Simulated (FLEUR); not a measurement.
# MnPt: which magnetic order is lowest, part 2 of 2

Wanted: the moments of MnPt and the energy of each order that was tried.

FLEUR MaX-R8.1; PBEsol; all-electron FLAPW, Dirac cores, scalar-relativistic bands.

So far, largest spin moment in the muffin-tin sphere (μB): step 2 (order 1, typed as ferro +) 3.81; step 3 (order 2, typed as antiferro q=(1/2,1/2,0) +-) 3.75.

## Step 4: Run 3 (antiferro q=(0,0,1/2) +-)

An opposed order shows whether neighbours prefer unlike signs.

This order needs a doubled cell of 4 atoms. The mesh is halved along the doubled vector, so that both cells sample the same points. The k list default-1 (kpts.xml, not shown) is a Γ-centred 10×10×5 mesh.

Input file inp.xml:

```
<?xml version="1.0" encoding="UTF-8" standalone="no"?>
<fleurInput fleurInputVersion="0.39">
   <comment>
      MnPt
   </comment>
   <calculationSetup>
      <cutoffs Kmax="3.6" Gmax="10.8" GmaxXC="10.8" numbands="0"/>
      <scfLoop itmax="90" minDistance="0.00002" maxIterBroyd="15" imix="Anderson" alpha="0.05" precondParam="0.0" spinf="2.0" sdNocoIR="T"/>
      <coreElectrons ctail="T" frcor="F" kcrel="0" coretail_lmax="0"/>
      <xcFunctional name="PBEs" relativisticCorrections="F"/>
      <magnetism jspins="2"/>
      <soc l_soc="F" theta="0.0" phi="0.0" spav="F"/>
      <expertModes spex="0" secvar="F"/>
      <geometryOptimization l_f="F" forcealpha="1.0" forcemix="BFGS" epsdisp="0.00001" epsforce="0.00001"/>
      <ldaU l_linMix="F" mixParam="0.05" spinf="1.0"/>
   </calculationSetup>
   <cell>
      <bzIntegration valenceElectrons="62.0" mode="hist" fermiSmearingEnergy="0.00110248">
         <kPointListSelection listName="default-1"/>
         <xi:include xmlns:xi="http://www.w3.org/2001/XInclude" href="kpts.xml"> </xi:include>
      </bzIntegration>
      <xi:include xmlns:xi="http://www.w3.org/2001/XInclude" href="sym.xml"> </xi:include>
      <bulkLattice scale="1.0">
         <bravaisMatrix>
            <row-1>    5.3479249326179996     0.0000000000000000     0.0000000000000000</row-1>
            <row-2>    0.0000000000000000     5.3479249326179996     0.0000000000000000</row-2>
            <row-3>    0.0000000000000000     0.0000000000000000    13.8327952320719998</row-3>
         </bravaisMatrix>
      </bulkLattice>
   </cell>
   <atomSpecies>
      <species name="Manganese 3.500" element="Mn" atomicNumber="25">
         <mtSphere radius="2.5" gridPoints="827" logIncrement="0.015"/>
         <atomicCutoffs lmax="10" lnonsphr="8"/>
         <electronConfig flipSpins="F">
            <coreConfig>(1s1/2) (2s1/2) (2p1/2) (2p3/2)</coreConfig>
            <valenceConfig>(3s1/2) (3p1/2) (3p3/2) (4s1/2) (3d3/2) (3d5/2)</valenceConfig>
            <stateOccupation state="(3d3/2)" spinUp="1.25" spinDown="0.75"/>
            <stateOccupation state="(3d5/2)" spinUp="3.0" spinDown="0.0"/>
         </electronConfig>
         <energyParameters s="4" p="4" d="3" f="4"/>
         <lo type="SCLO" l="0" n="3" eDeriv="0"/>
         <lo type="SCLO" l="1" n="3" eDeriv="0"/>
      </species>
      <species name="Manganese -3.500" element="Mn" atomicNumber="25">
         <mtSphere radius="2.5" gridPoints="827" logIncrement="0.015"/>
         <atomicCutoffs lmax="10" lnonsphr="8"/>
         <electronConfig flipSpins="F">
            <coreConfig>(1s1/2) (2s1/2) (2p1/2) (2p3/2)</coreConfig>
            <valenceConfig>(3s1/2) (3p1/2) (3p3/2) (4s1/2) (3d3/2) (3d5/2)</valenceConfig>
            <stateOccupation state="(3d3/2)" spinUp="0.75" spinDown="1.25"/>
            <stateOccupation state="(3d5/2)" spinUp="0.0" spinDown="3.0"/>
         </electronConfig>
         <energyParameters s="4" p="4" d="3" f="4"/>
         <lo type="SCLO" l="0" n="3" eDeriv="0"/>
         <lo type="SCLO" l="1" n="3" eDeriv="0"/>
      </species>
      <species name="Platinum (Pt)" element="Pt" atomicNumber="78">
         <mtSphere radius="2.5" gridPoints="827" logIncrement="0.016"/>
         <atomicCutoffs lmax="10" lnonsphr="8"/>
         <electronConfig flipSpins="F">
            <coreConfig>(1s1/2) (2s1/2) (2p1/2) (2p3/2) (3s1/2) (3p1/2) (3p3/2) (4s1/2) (3d3/2) (3d5/2) (4p1/2) (4p3/2) (5s1/2) (4d3/2) (4d5/2) (4f5/2) (4f7/2)</coreConfig>
            <valenceConfig>(5p1/2) (5p3/2) (6s1/2) (5d3/2) (5d5/2)</valenceConfig>
            <stateOccupation state="(6s1/2)" spinUp="0.500000" spinDown="0.500000"/>
            <stateOccupation state="(5d3/2)" spinUp="1.800000" spinDown="1.800000"/>
            <stateOccupation state="(5d5/2)" spinUp="2.700000" spinDown="2.700000"/>
         </electronConfig>
         <energyParameters s="6" p="6" d="5" f="5"/>
         <lo type="SCLO" l="1" n="5" eDeriv="0"/>
      </species>
   </atomSpecies>
   <atomGroups>
      <atomGroup species="Manganese 3.500">
         <relPos label="                   1">.0000000000 .0000000000 .0000000000</relPos>
         <force calculate="T" relaxXYZ="TTT"/>
      </atomGroup>
      <atomGroup species="Manganese -3.500">
         <relPos label="                   2">.0000000000 .0000000000 1.000/2.000</relPos>
         <force calculate="T" relaxXYZ="TTT"/>
      </atomGroup>
      <atomGroup species="Platinum (Pt)">
         <relPos label="                   3">1.000/2.000 1.000/2.000 1.000/4.000</relPos>
         <relPos label="                   4">1.000/2.000 1.000/2.000 -1.000/4.000</relPos>
         <force calculate="T" relaxXYZ="TTT"/>
      </atomGroup>
   </atomGroups>
   <output dos="F" band="F" slice="F">
      <bandDOS minEnergy="-.5*Htr" maxEnergy="0.5*Htr" sigma="0.015" storeEVData="T"/>
      <plotting iplot="0" polar="F">
         <plot TwoD="T" vec1="  1.0  0.0  0.0" vec2="  0.0  1.0  0.0" vec3="  0.0  0.0  1.0" zero="  0.0  0.0  0.0" file="plot"/>
      </plotting>
      <moessbauerParams electricFieldGradient="F" isomerShift="F" coreHyperfine="F" valenceHyperfine="F"/>
   </output>
</fleurInput>
```

Input file crystal.txt:

```
MnPt
&input film=F cartesian=F /
2.83000000000  0.00000000000  0.00000000000
0.00000000000  2.83000000000  0.00000000000
0.00000000000  0.00000000000  7.32000000000
1.8897261246
1.0 1.0 1.0

4
25 0.00000000000  0.00000000000  0.00000000000 : 3.500
25 0.00000000000  0.00000000000  0.50000000000 : -3.500
78 0.50000000000  0.50000000000  0.25000000000
78 0.50000000000  0.50000000000  0.75000000000

&kpt div1=10 div2=10 div3=5 gamma=T /
```

Run with:

```bash
> OMP_NUM_THREADS=1 inpgen -f crystal.txt > inpgen.log  # inp.xml is then edited as shown
> OMP_NUM_THREADS=1 mpirun -n 4 fleur_MPI > fleur.log
```

Log:

```text
[banner, memory and clock lines left out]
Welcome to FLEUR        (www.flapw.de)
      MaX-Release 8.1          (www.max-centre.eu)

 ========== k-point set info ==========
 Selected k-point list: default-1
 k-point list type: mesh
 0 x 0 x 0
 Number of k points: 64

 [... set-up left out ...]
 Iteration:     1   Distance:      29.44521826 me/bohr^3
 Iteration:     2   Distance:      16.68267262 me/bohr^3
 Iteration:     3   Distance:      11.20083088 me/bohr^3
 Iteration:     4   Distance:       6.91463206 me/bohr^3
 Iteration:     5   Distance:       6.07879990 me/bohr^3
[...]
<sumOfEigenvalues value="   -23992.3348423722">
               <coreElectrons value="-23957.2129890657"/>
               <valenceElectrons value="-35.1218533065"/>
            </sumOfEigenvalues>
         [... left out ...]
            <freeEnergy value="-39198.3068740495"/>
            <extrapolationTo0K value="-39198.3067254251"/>
         </totalEnergy>
         <densityConvergence units="me/bohr^3">
            <chargeDensity spin="1" distance="0.0000055340"/>
            <chargeDensity spin="2" distance="0.0000055231"/>
            <overallChargeDensity distance="0.0000078789"/>
            <spinDensity distance="0.0000077577"/>
         </densityConvergence>
      </iteration>
```

Elapsed: 31 s, on 4 MPI ranks of AMD EPYC 9R45 (Zen 5), shared host; peak memory 0.37 GiB; 2.1 min of CPU time.

Spin moment in the muffin-tin sphere by atom:

```
atom  spin moment in the muffin-tin sphere (μB)
 Mn1                                       3.78
 Mn2                                      -3.78
 Pt3                                       0.00
 Pt4                                       0.00
```

Read from the output:

| Property | Result |
| --- | --- |
| free energy | -1066640.2685 eV |
| program's band gap on this mesh (in a metal only a level spacing) | 2.00e-10 eV |
| magnetization | 0 μB |
| final state | antiferromagnetic |

It lies 59.3 meV a seeded atom under the first start, and its largest moment is 3.78 μB against 3.81 μB.

## Step 5: Start 4: no spin polarisation

Without spin polarisation no moment can form, so the difference from the other runs is what forming moments gains.

The k list default-1 (kpts.xml, not shown) is a Γ-centred 10×10×10 mesh.

inp.xml: that of step 4 with these lines changed.

```diff
@@ -10,3 +10,3 @@
       <xcFunctional name="PBEs" relativisticCorrections="F"/>
-      <magnetism jspins="2"/>
+      <magnetism jspins="1"/>
       <soc l_soc="F" theta="0.0" phi="0.0" spav="F"/>
@@ -17,3 +17,3 @@
    <cell>
-      <bzIntegration valenceElectrons="62.0" mode="hist" fermiSmearingEnergy="0.00110248">
+      <bzIntegration valenceElectrons="31.0" mode="hist" fermiSmearingEnergy="0.00110248">
          <kPointListSelection listName="default-1"/>
@@ -26,3 +26,3 @@
             <row-2>    0.0000000000000000     5.3479249326179996     0.0000000000000000</row-2>
-            <row-3>    0.0000000000000000     0.0000000000000000    13.8327952320719998</row-3>
+            <row-3>    0.0000000000000000     0.0000000000000000     6.9163976160359999</row-3>
          </bravaisMatrix>
@@ -31,3 +31,3 @@
    <atomSpecies>
-      <species name="Manganese 3.500" element="Mn" atomicNumber="25">
+      <species name="Manganese (Mn)" element="Mn" atomicNumber="25">
          <mtSphere radius="2.5" gridPoints="827" logIncrement="0.015"/>
@@ -37,17 +37,4 @@
             <valenceConfig>(3s1/2) (3p1/2) (3p3/2) (4s1/2) (3d3/2) (3d5/2)</valenceConfig>
-            <stateOccupation state="(3d3/2)" spinUp="1.25" spinDown="0.75"/>
-            <stateOccupation state="(3d5/2)" spinUp="3.0" spinDown="0.0"/>
-         </electronConfig>
-         <energyParameters s="4" p="4" d="3" f="4"/>
-         <lo type="SCLO" l="0" n="3" eDeriv="0"/>
-         <lo type="SCLO" l="1" n="3" eDeriv="0"/>
-      </species>
-      <species name="Manganese -3.500" element="Mn" atomicNumber="25">
-         <mtSphere radius="2.5" gridPoints="827" logIncrement="0.015"/>
-         <atomicCutoffs lmax="10" lnonsphr="8"/>
-         <electronConfig flipSpins="F">
-            <coreConfig>(1s1/2) (2s1/2) (2p1/2) (2p3/2)</coreConfig>
-            <valenceConfig>(3s1/2) (3p1/2) (3p3/2) (4s1/2) (3d3/2) (3d5/2)</valenceConfig>
-            <stateOccupation state="(3d3/2)" spinUp="0.75" spinDown="1.25"/>
-            <stateOccupation state="(3d5/2)" spinUp="0.0" spinDown="3.0"/>
+            <stateOccupation state="(3d3/2)" spinUp="1.000000" spinDown="1.000000"/>
+            <stateOccupation state="(3d5/2)" spinUp="1.500000" spinDown="1.500000"/>
          </electronConfig>
@@ -72,3 +59,3 @@
    <atomGroups>
-      <atomGroup species="Manganese 3.500">
+      <atomGroup species="Manganese (Mn)">
          <relPos label="                   1">.0000000000 .0000000000 .0000000000</relPos>
@@ -76,9 +63,4 @@
       </atomGroup>
-      <atomGroup species="Manganese -3.500">
-         <relPos label="                   2">.0000000000 .0000000000 1.000/2.000</relPos>
-         <force calculate="T" relaxXYZ="TTT"/>
-      </atomGroup>
       <atomGroup species="Platinum (Pt)">
-         <relPos label="                   3">1.000/2.000 1.000/2.000 1.000/4.000</relPos>
-         <relPos label="                   4">1.000/2.000 1.000/2.000 -1.000/4.000</relPos>
+         <relPos label="                   2">1.000/2.000 1.000/2.000 1.000/2.000</relPos>
          <force calculate="T" relaxXYZ="TTT"/>
```

Input file crystal.txt:

```
MnPt
&input film=F cartesian=F /
2.83000000000  0.00000000000  0.00000000000
0.00000000000  2.83000000000  0.00000000000
0.00000000000  0.00000000000  3.66000000000
1.8897261246
1.0 1.0 1.0

2
25 0.00000000000  0.00000000000  0.00000000000
78 0.50000000000  0.50000000000  0.50000000000

&kpt div1=10 div2=10 div3=10 gamma=T /
```

Log:

```text
[banner, memory and clock lines left out]
Welcome to FLEUR        (www.flapw.de)
      MaX-Release 8.1          (www.max-centre.eu)

 ========== k-point set info ==========
 Selected k-point list: default-1
 k-point list type: mesh
 0 x 0 x 0
 Number of k points: 128

 [... set-up left out ...]
 Iteration:     1   Distance:      45.31708725 me/bohr^3
 Iteration:     2   Distance:      19.46439475 me/bohr^3
 Iteration:     3   Distance:      15.18985491 me/bohr^3
 Iteration:     4   Distance:       8.74514148 me/bohr^3
 Iteration:     5   Distance:       5.77616182 me/bohr^3
[...]
<FermiEnergy value="0.3906998847" units="Htr"/>
         [... left out ...]
         <totalEnergy value="   -19599.1183164285" units="Htr">
            <sumOfEigenvalues value="   -11998.2044304490">
               <coreElectrons value="-11980.3744943683"/>
               <valenceElectrons value="-17.8299360807"/>
            </sumOfEigenvalues>
         [... left out ...]
            <freeEnergy value="-19599.1188449103"/>
            <extrapolationTo0K value="-19599.1185806694"/>
         </totalEnergy>
         <densityConvergence units="me/bohr^3">
            <chargeDensity spin="1" distance="0.0000166012"/>
         </densityConvergence>
      </iteration>
```

It took 12 s on 4 MPI ranks; peak memory 0.22 GiB.

Numbers from this step:

```
free energy                                                       : -533319.1930 eV
program's band gap on this mesh (in a metal only a level spacing) : 0.006939 eV
final state                                                       : non-magnetic (no spin polarisation)
```

It lies 882 meV a seeded atom over the first start.

## Step 6: The states side by side

Free energies are divided by the number of seeded atoms, so that cells of unlike size compare. Wavevectors q in the names are fractions of the primitive cell's reciprocal vectors.

Orders:

```
                     start        final state  typed order kept  energy over the lowest (meV a seeded atom)  largest sphere moment (μB)  net moment (μB a primitive cell)  mesh matched  CPU time (s)
                   ferro +      ferromagnetic               yes                                       346.8                       3.809                             4.228           yes         85.16
antiferro q=(1/2,1/2,0) +-  antiferromagnetic               yes                                           0                       3.749                                 0           yes         231.4
  antiferro q=(0,0,1/2) +-  antiferromagnetic               yes                                       287.5                       3.779                                 0           yes           125
      no spin polarisation       non-magnetic                 -                                        1229                           0                                 0           yes         45.58
```

## Step 7: Results

```json
{"lowest state found": "antiferromagnetic (typed antiferro q=(1/2,1/2,0) +-)", "largest site spin moment": "3.75 μB", "next finished state": "antiferromagnetic, 288 meV a seeded atom higher", "energy gained by spin polarisation": "1229 meV a seeded atom"}
```

**Reading.** The lowest state found is antiferromagnetic, reached from the start antiferro q=(1/2,1/2,0) +-, with moments up to 3.75 μB. The next finished state costs 288 meV a seeded atom. This is the lowest of 4 finished starts, no proof of the ground state.

[Logs and program files are shortened in this print: banners, set-up blocks, solver, clock and traceback lines can be left out without a mark of their own.]

[Logs are printed without paths, hosts, clocks, repeated set-up lines and the standing remarks that a program may print on its own settings, such as how far it seeks lower states.]

[Hosts, paths, dates, database ids (printed as entryN), source tags and the programs' standing remarks are cut or masked in the printed files.]

[Where a cell is said to come from a database of computed structures, the database is the Materials Project.]
